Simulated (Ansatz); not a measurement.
# Σ3 (112) boundary in bcc Mo, starting shift (0, 0.5): structure and resistance, part 3 of 3

Wanted: what the Σ3 (112) boundary in bcc Mo, starting shift (0, 0.5) costs an interconnect.

Ansatz 0.2.0; Ansatz plane-wave DFT, PBE, PAW files; relaxation of a bicrystal slab with its lowest layers held; PAW set soft_1 (the session's first sound run).

So far. Step 3 (Transmission across the boundary): Over the solved energies the transmission per spin lies between 1.09 and 1.13, out of 1.98 channels of the lead on average (up to 2.04). Step 4 (Specific resistance): Averaged over the energies near the Fermi level, 55.9 % of the channels pass, which makes 0.621 fΩ m².

### 5. Single-crystal slab for reference

The free faces cost energy too. A single-crystal slab with the same faces and held layers is relaxed, so that they cancel.

This step: Ansatz plane-wave DFT, PBE, PAW files; relaxation of a single-crystal slab with its lowest layers held; PAW set soft_1 (Ansatz 0.2.0).

System of this step: Mo slab, plane (1, 1, 2). The cell holds 15 atoms: 15 Mo. Cell: a = 2.725 Å, b = 4.451 Å, c = 28.987 Å, α = 90.0°, β = 90.0°, γ = 90.0°. It derives from Mo. Vacuum lies along c.

File input.yaml:

```yaml
crystal:
  lattice:
    - [2.7253819457, 0.0, 0.0]
    - [0.0, 4.4505300808, 0.0]
    - [0.0, 0.0, 28.9866031814]
  atoms:
    - { symbol: Mo, position: [0.3333333332, 0.0, 0.1724934781] }
    - { symbol: Mo, position: [0.6666666665, 0.5, 0.2168159315] }
    - { symbol: Mo, position: [0.9999999999, 0.0, 0.261138385] }
    - { symbol: Mo, position: [0.3333333332, 0.5, 0.3054608384] }
    - { symbol: Mo, position: [0.6666666665, 0.0, 0.3497832919] }
    - { symbol: Mo, position: [0.9999999999, 0.5, 0.3941057453] }
    - { symbol: Mo, position: [0.3333333332, 0.0, 0.4384281987] }
    - { symbol: Mo, position: [0.6666666666, 0.5, 0.4827506522] }
    - { symbol: Mo, position: [0.9999999999, 0.0, 0.5270731056] }
    - { symbol: Mo, position: [0.3333333333, 0.5, 0.5713955591] }
    - { symbol: Mo, position: [0.6666666666, 0.0, 0.6157180125] }
    - { symbol: Mo, position: [1.0, 0.5, 0.660040466] }
    - { symbol: Mo, position: [0.3333333333, 0.0, 0.7043629194] }
    - { symbol: Mo, position: [0.6666666667, 0.5, 0.7486853729] }
    - { symbol: Mo, position: [0.0, 0.0, 0.7930078263] }
kpoints:
  mp_grid: { grid: [9, 5, 1] }
hamiltonian:
  xc: pbe
  pseudopotentials: { kind: paw, azcp: { folder: soft_1 } }
scf:
  occupations: { method: fermi_dirac, width: 0.1 }
relax:
  f_tol: 0.03
  max_steps: 80
  constraints: [{ sites: [0, 1, 2] }]
```

Command:

```bash
> ansatz run input.yaml --threads 4 --pin off --max-ram 15360MiB --backend cpu --events-out ev --progress --plain --runs-dir out
```

Numbers of over 12 decimals in the logs are rounded to 6 here.

Log:

```text
Warning: crystal.symmetry: narrowed to the stabiliser of the relax constraints — unitary ops 4 → 2; lowered at sites 0, 1, 2, 12, 13, 14 (the operations that carried what is held of a site onto what its image site leaves free; the constrained walk keeps no symmetry that its constraints do not admit)
[...]
Crystal: 15 atoms, lattice volume = 351.590 Å³
Basis set: ecut = 420 eV, 6951 PW (Γ), exchange–correlation on 40×60×400 points (8 copies of the dense FFT grid, shifted against one another)
Bands: 126, of which v1, the nominal top of the filled ones, is band 105 counted from 1 (104 counted from 0)
Symmetry: 2 space group operations
k-points: 15 of 45 (time reversal used)
[...]
SCF iter   1: F=—  HF=-74348.042390 eV  |F-HF|=—  |Δ(HF+E_count)|=         —  Δρ=8.91e-2  dr2=1.53e2  ethr=3.10e-3  ⟨swp⟩=8.1  Hψ=8371  notcnv=0
[...]
SCF iter  10: F=-74336.231642 eV  HF=-74336.231644 eV  |F-HF|=1.63e-6  |Δ(HF+E_count)|=   1.50e-6  Δρ=1.41e-5  dr2=2.44e-6  ethr=1.07e-8  ⟨swp⟩=4.3  Hψ=5566  notcnv=0
SCF 1 converged in 10 iterations: F = -74336.231642 eV  dr2 = 2.44e-6
[...]
relax step   1: F+E_penalty+E_count = -74336.23164224 eV  Δ(F+E_penalty+E_count) = +0.000e0 eV  max|allowed force component| = 1.524e0 eV/Å  Δτ_max = 0.0000 Å  (10 SCF iters, dr2 threshold 2.25e-5 eV, accepted)
[...]
SCF iter   1: F=—  HF=-74336.415332 eV  |F-HF|=—  |Δ(HF+E_count)|=         —  Δρ=1.08e-2  dr2=2.00e0  ethr=7.33e-4  ⟨swp⟩=1.6  Hψ=6297  notcnv=0
eigensolver tolerance schedule calibrated: the retry pair's looser diagonalisation under-reported the residual by θ = 0.23 (0.37/decade); ethr = c·dr2/N_el runs at the constant in force after the calibration composes with the one it found (an armed cap, an earlier calibration), c = 7.4e-3
[...]
SCF iter   2: F=—  HF=-74336.378321 eV  |F-HF|=—  |Δ(HF+E_count)|=   3.70e-2  Δρ=4.22e-3  dr2=1.77e-1  ethr=7.03e-5  ⟨swp⟩=3.7  Hψ=4792  notcnv=0
[...]
SCF iter   5: F=-74336.354251 eV  HF=-74336.354253 eV  |F-HF|=1.77e-6  |Δ(HF+E_count)|=   4.42e-5  Δρ=9.46e-5  dr2=6.03e-5  ethr=3.51e-9  ⟨swp⟩=3.1  Hψ=8527  notcnv=0
SCF 2 converged in 5 iterations: F = -74336.354251 eV  dr2 = 6.03e-5
[...]
relax step   2: F+E_penalty+E_count = -74336.35425128 eV  Δ(F+E_penalty+E_count) = -1.226e-1 eV  max|allowed force component| = 1.037e0 eV/Å  Δτ_max = 0.1950 Å  (5 SCF iters, dr2 threshold 1.00e-4 eV, accepted)
[...]
SCF iter   6: F=-74336.413109 eV  HF=-74336.413116 eV  |F-HF|=6.71e-6  |Δ(HF+E_count)|=   2.37e-6  Δρ=2.86e-5  dr2=9.81e-6  ethr=1.06e-8  ⟨swp⟩=4.7  Hψ=5760  notcnv=0
SCF 3 converged in 6 iterations: F = -74336.413109 eV  dr2 = 9.81e-6
[...]
relax step   3: F+E_penalty+E_count = -74336.41310887 eV  Δ(F+E_penalty+E_count) = -5.886e-2 eV  max|allowed force component| = 1.124e-1 eV/Å  Δτ_max = 0.1208 Å  (6 SCF iters, dr2 threshold 6.73e-5 eV, accepted)
[...]
relax step   4: F+E_penalty+E_count = -74336.41531218 eV  Δ(F+E_penalty+E_count) = -2.203e-3 eV  max|allowed force component| = 6.986e-2 eV/Å  Δτ_max = 0.0307 Å  (8 SCF iters, accepted)
SCF iter   1: F=—  HF=-74336.416887 eV  |F-HF|=—  |Δ(HF+E_count)|=         —  Δρ=8.48e-4  dr2=6.43e-3  ethr=8.73e-6  ⟨swp⟩=2.1  Hψ=3084  notcnv=0
[...]
SCF iter   6: F=-74336.416345 eV  HF=-74336.416345 eV  |F-HF|=1.79e-8  |Δ(HF+E_count)|=   8.15e-9  Δρ=1.88e-6  dr2=2.52e-8  ethr=4.76e-11  ⟨swp⟩=5.3  Hψ=6913  notcnv=0
SCF 5 converged in 6 iterations: F = -74336.416345 eV  dr2 = 2.52e-8
relax step   5: F+E_penalty+E_count = -74336.41634510 eV  Δ(F+E_penalty+E_count) = -1.033e-3 eV  max|allowed force component| = 1.332e-2 eV/Å  Δτ_max = 0.0098 Å  (6 SCF iters, accepted)
SCF converged after 6 iterations
Free energy (F): -74336.416345 eV
[...]
Internal energy: -74336.044099 eV  (E = F + TS)
E sigma→0 (E₀):  -74336.230222 eV
Entropy (-TS):   -0.372246 eV (-24.816 meV/atom)
Fermi energy:    12.747129 eV
[...]
--- Forces (eV/Å), atoms counted from 1 ---
  atom   1  Mo    -0.04953236     0.00000000     1.54245532
  atom   2  Mo    -0.22031386    -0.00000000    -0.93413135
  atom   3  Mo     0.27853129     0.00000000    -0.60942704
  atom   4  Mo    -0.00236921    -0.00000000    -0.00727638
  atom   5  Mo    -0.00020695    -0.00000000    -0.00017243
  atom   6  Mo    -0.00497331    -0.00000000    -0.01019406
  atom   7  Mo     0.00270792     0.00000000     0.00827893
  atom   8  Mo     0.00018840    -0.00000000     0.00396238
  atom   9  Mo     0.00435262    -0.00000000     0.01332410
  atom  10  Mo    -0.00111777     0.00000000     0.00314289
  atom  11  Mo    -0.00148612     0.00000000     0.00427052
  atom  12  Mo     0.00014488     0.00000000     0.00138069
  atom  13  Mo     0.00537927     0.00000000    -0.00537447
  atom  14  Mo    -0.00728000     0.00000000    -0.00329516
  atom  15  Mo    -0.00405577    -0.00000000    -0.00703948
  max |Σ_I F_I| component: 9.55e-5 eV/Å
--- Relaxed structure (5 steps of the walk, 5 accepted, 0 SCFs on fresh bases) ---
  F+E_penalty+E_count = -74336.41634510 eV   max|allowed force component| = 1.332e-2 eV/Å
  atoms:
    - { symbol: Mo, position: [0.333333, 0.0, 0.172493] }
    - { symbol: Mo, position: [0.666667, 0.5, 0.216816] }
    - { symbol: Mo, position: [1.000000, 0.0, 0.261138] }
    - { symbol: Mo, position: [0.329183, 0.5, 0.305239] }
    - { symbol: Mo, position: [0.660501, 0, 0.350808] }
    - { symbol: Mo, position: [0.989473, 0.5, 0.395037] }
    - { symbol: Mo, position: [0.323689, 0, 0.439698] }
    - { symbol: Mo, position: [0.656340, 0.5, 0.484548] }
    - { symbol: Mo, position: [0.986920, 0, 0.528954] }
    - { symbol: Mo, position: [0.324957, 0.5, 0.573848] }
    - { symbol: Mo, position: [0.651533, 0, 0.617733] }
    - { symbol: Mo, position: [0.981427, 0.5, 0.663696] }
    - { symbol: Mo, position: [0.305720, 0, 0.708171] }
    - { symbol: Mo, position: [0.665028, 0.5, 0.753139] }
    - { symbol: Mo, position: [-0.000601086, 0, 0.790781] }
```

Wall time 95 s (4 threads of Arm Neoverse V1, shared host); peak memory 1.3 GiB.

Relaxation path:

| step | energy less that of the first step (eV) | largest force component (eV/Å) |
| --- | --- | --- |
| 1 | 0.0000 | 1.5244 |
| 2 | -0.1226 | 1.0375 |
| 3 | -0.1815 | 0.1124 |
| 4 | -0.1837 | 0.0699 |
| 5 | -0.1847 | 0.0133 |

The atoms that moved most (Å):

| atom | dx | dy | dz | length |
| --- | --- | --- | --- | --- |
| Mo13 | -0.075 | 0.000 | 0.110 | 0.134 |
| Mo14 | -0.004 | 0.000 | 0.129 | 0.129 |
| Mo12 | -0.051 | 0.000 | 0.106 | 0.117 |
| Mo10 | -0.023 | 0.000 | 0.071 | 0.075 |
| Mo11 | -0.041 | 0.000 | 0.058 | 0.072 |
| Mo9 | -0.036 | 0.000 | 0.055 | 0.065 |
| Mo15 | -0.002 | 0.000 | -0.065 | 0.065 |
| Mo8 | -0.028 | 0.000 | 0.052 | 0.059 |

Final coordinates:

```xyz
15
Lattice="2.7254 0.0000 0.0000 0.0000 4.4505 0.0000 0.0000 0.0000 28.9866" Properties=species:S:1:pos:R:3
Mo    0.9085    0.0000    5.0000
Mo    1.8169    2.2253    6.2848
Mo    2.7254    0.0000    7.5695
Mo    0.8972    2.2253    8.8478
Mo    1.8001    0.0000   10.1687
Mo    2.6967    2.2253   11.4508
Mo    0.8822    0.0000   12.7453
Mo    1.7888    2.2253   14.0454
Mo    2.6897    0.0000   15.3326
Mo    0.8856    2.2253   16.6339
Mo    1.7757    0.0000   17.9060
Mo    2.6748    2.2253   19.2383
Mo    0.8332    0.0000   20.5275
Mo    1.8125    2.2253   21.8310
Mo   -0.0016    0.0000   22.9221
```

Numbers from this step:

```
free energy             : -74336.4163 eV
energy at zero smearing : -74336.2302 eV
Fermi energy            : 12.75 eV
```

The largest force component on a free atom ends at 0.013 eV/Å, under the tolerance of 0.03, after 5 steps.

### 6. Bulk reference

The perfect crystal gives the energy per atom, for the atoms by which bicrystal and slab differ.

This step: Ansatz plane-wave DFT, PBE, PAW files; bulk reference; PAW set soft_1 (Ansatz 0.2.0).

System of this step: Mo. Symmetry: Im-3m, No. 229, cubic system. The conventional cell has a = 3.147 Å, b = 3.147 Å, c = 3.147 Å, α = 90.00°, β = 90.00°, γ = 90.00°. Nearest to Mo lie 8 Mo at 2.73 Å.

input.yaml, the sections that differ from step 5:

```yaml
crystal:
  lattice:
    - [-1.5735, 1.5735, 1.5735]
    - [1.5735, -1.5735, 1.5735]
    - [1.5735, 1.5735, -1.5735]
  atoms:
    - { symbol: Mo, position: [0.0, 0.0, 0.0] }
kpoints:
  mp_grid: { grid: [19, 19, 19] }
# hamiltonian, scf: as in step 5
# relax: removed
```

Log:

```text
[...]
Crystal: 1 atoms, lattice volume = 15.583 Å³
Basis set: ecut = 420 eV, 321 PW (Γ)
Bands: 11, of which v1, the nominal top of the filled ones, is band 7 counted from 1 (6 counted from 0)
Symmetry: 48 space group operations
[...]
k-points: 220 of 6859
[...]
SCF iter   1: F=—  HF=-4956.682293 eV  |F-HF|=—  |Δ(HF+E_count)|=         —  Δρ=1.06e-1  dr2=1.75e0  ethr=3.10e-3  ⟨swp⟩=5.0  Hψ=13536  notcnv=0
[...]
SCF iter   6: F=-4956.064799 eV  HF=-4956.064799 eV  |F-HF|=2.67e-8  |Δ(HF+E_count)|=   1.10e-7  Δρ=3.18e-5  dr2=4.55e-8  ethr=7.14e-10  ⟨swp⟩=3.0  Hψ=5754  notcnv=0
SCF 1 converged in 6 iterations: F = -4956.064799 eV  dr2 = 4.55e-8
[...]
SCF converged after 6 iterations
Free energy (F): -4956.064799 eV
[...]
Internal energy: -4956.043863 eV  (E = F + TS)
E sigma→0 (E₀):  -4956.054331 eV
Entropy (-TS):   -0.020936 eV (-20.936 meV/atom)
Fermi energy:    21.155097 eV
[...]
```

Run time: 0.58 s. Hardware: 4 threads; peak memory 0.28 GiB; 1.8 s of CPU time.

This step gave:

| Property | Result |
| --- | --- |
| free energy | -4956.0648 eV |
| energy at zero smearing | -4956.0543 eV |
| Fermi energy | 21.16 eV |

### 7. Boundary energy

This step: Ansatz plane-wave DFT, PBE, PAW files; bicrystal less single-crystal slab less bulk atoms, a boundary area; PAW set soft_1 (Ansatz 0.2.0).

Numbers from this step:

* excess energy of the cell: 0.4699 eV
* boundary energy: 0.6207 J/m²

The boundary costs 0.62 J/m².

By hand: 0.470 eV / 12.13 Å² × 16.02 = 0.621 J/m².

### 8. Summary of results

```yaml
specific_resistance_of_the_boundary: 0.621 fΩ m²
share_of_channels_that_pass: 0.559
boundary_energy: 0.621 J/m²
```

The boundary has a specific resistance of 0.62 fΩ m² and an energy of 0.62 J/m². The boundary reflects 44 % of the channels; 0.62 fΩ m² is 6.2×10⁻¹² Ω·cm². That equals the resistance of 11 nm of bulk Mo at 300 K (measured 5.52 µΩ cm, CRC Handbook of Chemistry and Physics, 84th ed., 2003, Electrical Resistivity of Pure Metals). One starting structure was relaxed; another shift or atom count at the boundary may lie lower.

[Logs are printed without paths, hosts, clocks, repeated set-up lines and the standing remarks that a program may print on its own settings, such as how far it seeks lower states.]

[Hosts, paths, dates, database ids (printed as entryN), source tags and the programs' standing remarks are cut or masked in the printed files.]
